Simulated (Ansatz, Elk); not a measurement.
# Bonding as seen by X-rays: Mn4P

Structure refinements treat a crystal as free atoms side by side. For a made-up structure of Mn4P (cell and positions from a PBE relaxation) the runs below show what the calculated density changes in F(hkl).

Program: Elk 11.2.3 (patched build). Level of theory: DFT, PBE, all-electron APW+lo, Dirac cores, scalar-relativistic bands, static density, no spin. Results are calculated unless marked as measured.

The structure was built from a prototype and need not be the compound's stable phase.

### Step 1. Starting point

Symmetry: R-3m, No. 166, trigonal system. Conventional cell: a = 2.557 Å, b = 2.557 Å, c = 28.715 Å, α = 90.00°, β = 90.00°, γ = 120.00°. Mn has 3 P at 2.35 Å and 9 Mn at 2.44 to 2.56 Å nearest. Mn has 12 Mn at 2.44 to 2.56 Å nearest. P has 6 Mn at 2.35 Å and 6 P at 2.56 Å nearest. Farther neighbours are not listed.

### Step 2. Ground state and structure factors

An all-electron density is needed, since X-rays see the cores too. Task 0 finds the density and task 195 Fourier-transforms it; tshift is off so that phases refer to the origin typed.

Input file elk.in:

```
tasks
  0
  195

xctype
  20

spinpol
  .false.

rgkmax
  7.0

gmaxvr
  14.0

lmaxo
  7

lmaxapw
  8

swidth
  0.002

tshift
  .false.

hmaxvr
  5.5

maxscl
  120

epspot
  1e-06

sppath
  './'

avec
  2.41616022126 1.39497075387 18.08786151611
  -2.41616022126 1.39497075387 18.08786151611
  -0.00000000000 -2.78994150858 18.08786151605

atoms
  2
  'Mn.in'
  4
  0.3971186115 0.3971186115 0.3971186115   0.000000 0.000000 0.000000
  0.7982350859 0.7982350859 0.7982350859   0.000000 0.000000 0.000000
  0.2017649141 0.2017649141 0.2017649141   0.000000 0.000000 0.000000
  0.6028813885 0.6028813885 0.6028813885   0.000000 0.000000 0.000000
  'P.in'
  1
  -0.0000000000 -0.0000000000 -0.0000000000   0.000000 0.000000 0.000000

ngridk
  10 10 10
```

Command:

```sh
$ OMP_NUM_THREADS=4 elk
```

Numbers of over 12 decimals in the logs are rounded to 6 here.

Log:

```text
┌─────────────────────────┐
│ Elk code version 11.2.3 │
└─────────────────────────┘

All units are atomic (Hartree, Bohr, etc.)

┌─────────────────────────────────────────────────┐
│ Ground-state run starting from atomic densities │
└─────────────────────────────────────────────────┘

Lattice vectors :
   2.416160221       1.394970754       18.08786152
  -2.416160221       1.394970754       18.08786152
  -0.000000000      -2.789941509       18.08786152

Reciprocal lattice vectors :
   1.300241857      0.7506949863      0.1157900894
  -1.300241857      0.7506949863      0.1157900894
 -0.1416369694E-16  -1.501389973      0.1157900894

Unit cell volume      :    365.7878765
Brillouin zone volume :   0.6781258467

Muffin-tin inner radius fraction :   0.1000000000E-01

Nuclei treated as point charges

Species : 1 (Mn)
 parameters loaded from : Mn.in
 name : manganese
 nuclear charge    :   -25.00000000
 electronic charge :    25.00000000
 atomic mass :    100145.9370
 muffin-tin radius :    2.238650517
 number of radial points in muffin-tin :    993
 inner part over the whole radius :   0.9847096743E-02
 number on inner part of muffin-tin    :    698
 approximate nuclear radius :   0.7074591925E-04
 number of mesh points to nuclear radius :    331
 atomic positions (lattice), magnetic fields (Cartesian) :
  1 :   0.39711861  0.39711861  0.39711861    0.00000000  0.00000000  0.00000000
  2 :  -0.20176491 -0.20176491 -0.20176491    0.00000000  0.00000000  0.00000000
  3 :   0.20176491  0.20176491  0.20176491    0.00000000  0.00000000  0.00000000
  4 :  -0.39711861 -0.39711861 -0.39711861    0.00000000  0.00000000  0.00000000

Species : 2 (P)
 parameters loaded from : P.in
 name : phosphorus
 nuclear charge    :   -15.00000000
 electronic charge :    15.00000000
 atomic mass :    56461.71230
 muffin-tin radius :    2.156999325
 number of radial points in muffin-tin :    793
 inner part over the whole radius :   0.9855465320E-02
 number on inner part of muffin-tin    :    553
 approximate nuclear radius :   0.6081821256E-04
 number of mesh points to nuclear radius :    249
 atomic positions (lattice), magnetic fields (Cartesian) :
  1 :   0.00000000  0.00000000  0.00000000    0.00000000  0.00000000  0.00000000

Total number of atoms per unit cell :    5
Total muffin-tin volume :    230.0158757
 ratio of muffin-tin to unit cell volume :   0.6288231254

Spin treatment :
 spin-unpolarised

Number of Bravais lattice symmetries :   12
Number of crystal symmetries         :   12
Crystal has inversion symmetry
Real symmetric eigensolver will be used

k-point grid :     10    10    10
k-point offset :    0.000000000       0.000000000       0.000000000
k-point set is reduced with full crystal symmetry group
Total number of k-points :      116

Muffin-tin radius times maximum |G+k| :    7.000000000
 using average radius
Maximum |G+k| for APW functions       :    3.149861011
Maximum (1/2)|G+k|²                   :    4.960812195
Maximum |G| for potential and density :    14.00000000
Constant for pseudocharge density :    8
 order of it for each species :   15  15
 order of it for pair densities of each species (exact exchange by exxq0 0: 16) :   10   9
Radial integration step length :    1

G-vector grid sizes :     84    84    84
Number of G-vectors :    16923

Maximum angular momentum used for
 APW functions            :    8
 outer part of muffin-tin :    7
 inner part of muffin-tin :    2

Total nuclear charge    :   -115.0000000
Total core charge       :    50.00000000
Total valence charge    :    65.00000000
Total excess charge     :    0.000000000
Total electronic charge :    115.0000000

Effective Wigner radius, rₛ :   0.9123208898

Number of empty states         :     20
Total number of valence states :     53
Total number of core states    :     50

Third-order local-orbitals added for an l without core states : T
Total number of local-orbitals :     97

Exchange-correlation functional :     20     0     0
[...]
xc potential                :     -300.97649274271
 exchange                    :     -226.38749846216
 correlation                 :     -5.282870
 electron entropic           :    -0.23842260993146E-02
 total energy                :     -4977.5156155262

Density of states at Fermi energy :    182.1641962
 (states/Hartree/unit cell)

Estimated indirect band gap :   0.1770068868E-03
 from k-point 39 to k-point 112
Estimated direct band gap   :   0.1542549245E-02
 at k-point 62

Charges :
 core                        :    50.00000000
 valence                     :    65.00000000
 interstitial                :    6.910077158
 muffin-tins (core leakage)
  species : 1 (Mn)
   atom 1                    :    23.75817435     ( -0.2206682002E-06)
[...]
species : 2 (P)
[...]
total in muffin-tins        :    108.0899228
 total calculated charge     :    114.9983522
 total charge                :    115.0000000
 error                       :   0.1647770348E-02

RMS change in Kohn-Sham potential (target) :   0.3117221030     (  0.1000000000E-05)
Absolute change in total energy (target)   :   0.7099606930E-01 (  0.1000000000E-03)

[... loops 3 to 20 left out ...]

┌──────────────────┐
│ Loop number : 21 │
└──────────────────┘

Energies :
 Fermi                       :     0.422123
 sum of occupied eigenvalues :     -2867.4384661818
 electron kinetic            :      5035.9742603266
 core electron kinetic       :      4550.7232615921
 Coulomb                     :     -9780.1854579283
 Coulomb potential           :     -7601.8708634488
 nuclear-nuclear             :     -916.37541872522
 electron-nuclear            :     -10161.615338392
 Hartree                     :      1297.8052991887
 Madelung                    :     -5979.2500262040
 xc potential                :     -301.54186305963
 exchange                    :     -227.21537129822
 correlation                 :     -5.273865
 electron entropic           :    -0.24980310792362E-02
 total energy                :     -4976.7029320249

Density of states at Fermi energy :    189.2894996
 (states/Hartree/unit cell)

Estimated indirect band gap :   0.1232429652E-03
 from k-point 80 to k-point 70
Estimated direct band gap   :   0.2648087203E-02
 at k-point 74

Charges :
 core                        :    50.00000000
 valence                     :    65.00000000
 interstitial                :    6.432865723
 muffin-tins (core leakage)
  species : 1 (Mn)
[...]
species : 2 (P)
[...]
total in muffin-tins        :    108.5671343
 total calculated charge     :    114.9982205
 total charge                :    115.0000000
 error                       :   0.1779543363E-02

RMS change in Kohn-Sham potential (target) :   0.2992102195E-06 (  0.1000000000E-05)
Absolute change in total energy (target)   :   0.1222408719E-04 (  0.1000000000E-03)

Convergence targets achieved

┌──────────────────┐
│ Loop number : 22 │
└──────────────────┘

Energies :
 Fermi                       :     0.422123
 sum of occupied eigenvalues :     -2867.4384593481
 electron kinetic            :      5035.9742581469
 core electron kinetic       :      4550.7232618644
 Coulomb                     :     -9780.1854507335
 Coulomb potential           :     -7601.8708667767
 nuclear-nuclear             :     -916.37541872522
 electron-nuclear            :     -10161.615320957
 Hartree                     :      1297.8052889483
 Madelung                    :     -5979.2500173451
 xc potential                :     -301.54185071832
 exchange                    :     -227.21537075327
 correlation                 :     -5.273865
 electron entropic           :    -0.24980309972512E-02
 total energy                :     -4976.7029264581

Density of states at Fermi energy :    189.2894970
 (states/Hartree/unit cell)

Estimated indirect band gap :   0.1232395104E-03
 from k-point 80 to k-point 70
Estimated direct band gap   :   0.2648087919E-02
 at k-point 74

Charges :
 core                        :    50.00000000
 valence                     :    65.00000000
 interstitial                :    6.432865830
 muffin-tins (core leakage)
  species : 1 (Mn)
[...]
atom 3                    :    23.71018774     ( -0.2206693743E-06)
   atom 4                    :    23.84733236     ( -0.2206687721E-06)
  species : 2 (P)
   atom 1                    :    13.45209397     (  0.4049466049E-03)
 total in muffin-tins        :    108.5671342
 total calculated charge     :    114.9982205
 total charge                :    115.0000000
 error                       :   0.1779543459E-02

┌──────────────────────────────┐
│ Self-consistent loop stopped │
└──────────────────────────────┘

Warning : core states of species 2 leak from the muffin-tin :   0.4049466049E-03

Wrote STATE.OUT
```

The job ended after 2.4 min (4 threads of Arm Neoverse V1, shared host; peak memory 0.4 GiB).

SFACRHO.OUT:

```text

h k l indices transformed by vhmat matrix:
   1.000000000       0.000000000       0.000000000    
   0.000000000       1.000000000       0.000000000    
   0.000000000       0.000000000       1.000000000    

      h      k      l  multipl.   |H|            Re(F)            Im(F)           |F|

      0      0      0      1   0.0000000       115.00000     -0.16721235E-16   115.00000    
      1      1      1      2  0.34737027      -6.4607457     -0.20298852E-13   6.4607457    
      2      2      2      2  0.69474054      -9.4887911      0.30476948E-13   9.4887911    
     -3     -3     -3      2   1.0421108      -8.8350168     -0.73643412E-13   8.8350168    
      4      4      4      2   1.3894811      -19.051969     -0.65959208E-13   19.051969    
      0     -1      0      6   1.5058483      -8.2453422     -0.25514232E-14   8.2453422    
      0      1      1      6   1.5191449      -9.8654560     -0.15246180E-13   9.8654560    
     -2     -1     -1      6   1.5712063      -8.0524860     -0.27942276E-13   8.0524860    
     -2     -1     -2      6   1.6091474       79.135105     -0.15581990E-17   79.135105    
      2      2      3      6   1.7062039      -13.391636     -0.40625372E-13   13.391636    
      5      5      5      2   1.7368513       74.483978     -0.56441227E-13   74.483978    
     -2     -3     -3      6   1.7641547      -1.2379976      0.48226640E-13   1.2379976    
      4      3      3      6   1.8960238       72.225996     -0.28534466E-13   72.225996    
     -4     -3     -4      6   1.9688729      -6.6606891     -0.45693886E-13   6.6606891    
      6      6      6      2   2.0842216       5.8110367     -0.10149805E-12   5.8110367    
      4      4      5      6   2.1260322       2.4249132     -0.96451308E-13   2.4249132    
      4      5      5      6   2.2095274      -5.9188002      0.97092590E-13   5.9188002    
     -5     -6     -5      6   2.3846283      -5.3582084     -0.69817536E-13   5.3582084
```

Elk indexes on the primitive cell of elk.in and gives |H| = 4π sin θ/λ in inverse bohr. Below, one row stands for each form hkl of the conventional cell (m members, Friedel mates merged), F is for one primitive cell and the density is static (no thermal factor). Free-atom factors are Waasmaier and Kirfel's, and R is Σm||F|−|F'||/Σm|F|.

| hkl | m | sin θ/λ (Å⁻¹) | abs F, DFT | neutral atoms | diff. |
| --- | --- | --- | --- | --- | --- |
| 003 | 2 | 0.052 | 6.461 | 6.359 | +0.102 |
| 006 | 2 | 0.104 | 9.489 | 9.237 | +0.252 |
| 009 | 2 | 0.157 | 8.835 | 8.729 | +0.106 |
| 0 0 12 | 2 | 0.209 | 19.052 | 19.185 | -0.133 |
| 101 | 6 | 0.226 | 8.245 | 8.361 | -0.115 |
| 012 | 6 | 0.228 | 9.866 | 10.057 | -0.191 |
| 104 | 6 | 0.236 | 8.053 | 8.181 | -0.129 |
| 015 | 6 | 0.242 | 79.135 | 79.783 | -0.648 |
| 107 | 6 | 0.257 | 13.392 | 13.620 | -0.228 |
| 0 0 15 | 2 | 0.261 | 74.484 | 75.471 | -0.987 |
| 018 | 6 | 0.265 | 1.238 | 1.401 | -0.163 |
| 1 0 10 | 6 | 0.285 | 72.226 | 73.094 | -0.868 |
| 0 1 11 | 6 | 0.296 | 6.661 | 6.818 | -0.157 |
| 0 0 18 | 2 | 0.313 | 5.811 | 5.994 | -0.183 |
| 1 0 13 | 6 | 0.320 | 2.425 | 2.459 | -0.034 |
| 0 1 14 | 6 | 0.332 | 5.919 | 5.985 | -0.066 |
| 1 0 16 | 6 | 0.359 | 5.358 | 5.356 | +0.003 |
| 0 0 21 | 2 | 0.366 | 4.761 | 4.711 | +0.050 |

### Step 3. Summary of results

```yaml
r_against_neutral_atoms_sin_theta_lambda_0p3_a_minus1: 1.27 %
r_against_neutral_atoms_0p3_to_0p83_a_minus1: 0.29 %
```

In words: Independent neutral atoms miss the calculated amplitudes by R = 1.27 % below 0.3 Å⁻¹ and 0.29 % from there to 0.83 Å⁻¹; by shells, 2.22 % below 0.15 Å⁻¹ (2 forms), 1.25 % 0.15 to 0.3 (11 forms), 0.27 % 0.3 to 0.45 (15 forms), 0.30 % above 0.45 (110 forms). Bonding, aspherical density and the tables' own atoms all enter these figures, and the runs don't part them. The largest change of an amplitude is -0.99 electrons, at 0 0 15. The basis has no finished test. The k-mesh has no finished test. These runs have no spin, though d or f shells may be open. Part of the difference isn't bonding: the tables are fits to free atoms and ions calculated by other methods than this functional. Thermal motion, anomalous dispersion and extinction are left out.

[Logs are printed without paths, hosts, clocks, repeated set-up lines and the standing remarks that a program may print on its own settings, such as how far it seeks lower states.]

[Hosts, paths, dates, database ids (printed as entryN), source tags and the programs' standing remarks are cut or masked in the printed files.]
